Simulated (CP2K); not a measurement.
Consider 1,2-azaborine at its PBE geometry (Å).

```xyz
12

C     1.1648   -0.7868    0.0038
C    -0.1218   -1.3879    0.0757
C    -1.2496   -0.6032    0.0704
N    -1.1485    0.7604   -0.0033
B     0.1037    1.4704   -0.0788
C     1.3257    0.5854   -0.0724
H     2.0341   -1.4505    0.0103
H    -0.2295   -2.4694    0.1346
H    -2.2518   -1.0268    0.1230
H    -2.0323    1.2632   -0.0019
H     0.0629    2.6663   -0.1372
H     2.3423    0.9791   -0.1243
```

Method: CP2K XAS_TDP, all-electron GAPW, PBEh(45%), aug-cc-pVDZ, TDA, GW2X-corrected core level, no relativity.

Predict the bright core excitations at the C K edge.

Leading lines: C1 286.84 eV, C2 287.49 eV, C3 287.70 eV and C6 285.94 eV. The leading line of an atom is its first one with 35 % of the strongest within 2.5 eV of its lowest line over the strength cut. Core ionisation energies at this level: C2 291.62, C3 293.04, C1 292.11 and C6 290.71 eV.

The first six lines of each atom with a strength over 0.0015:

```tsv
atom	energy (eV)	states	strength, one atom	above the computed threshold
C1 (bonded to 2 C and H)	286.84	1	0.0520	
	289.91	1	0.0028	
	290.25	1	0.0097	
	291.05	1	0.0029	
	291.72	2	0.0019	
	292.53	1	0.0070	yes
C2 (bonded to 2 C and H)	287.49	1	0.0371	
	288.48	1	0.0113	
	289.61	1	0.0091	
	290.51	1	0.0022	
	291.10	1	0.0025	
	291.25	1	0.0018	
C3 (bonded to C, N and H)	287.70	1	0.0549	
	290.68	1	0.0129	
	290.89	1	0.0018	
	292.20	1	0.0025	
	293.48	1	0.0052	yes
	293.50	1	0.0038	yes
C6 (bonded to B, C and H)	285.94	1	0.0402	
	288.32	1	0.0066	
	289.07	1	0.0063	
	289.65	1	0.0030	
	290.28	1	0.0015	
	290.46	1	0.0015
```

Lines are vertical, at one geometry, with no vibrational structure. GW2X ionisation energies and lines can be off by 1 to 2 eV either way, and a good line position may hide errors that cancel. These values hold no scalar relativity, about 0.1 eV for C 1s. Rydberg lines, and the discretised continuum above threshold, depend on the basis and the box.

[Banner, clock and machine lines of the logs are left out without a mark of their own.]

[Logs are printed without paths, hosts, clocks, repeated set-up lines and the standing remarks that a program may print on its own settings, such as how far it seeks lower states.]

[Hosts, paths, dates, database ids (printed as entryN), source tags and the programs' standing remarks are cut or masked in the printed files.]
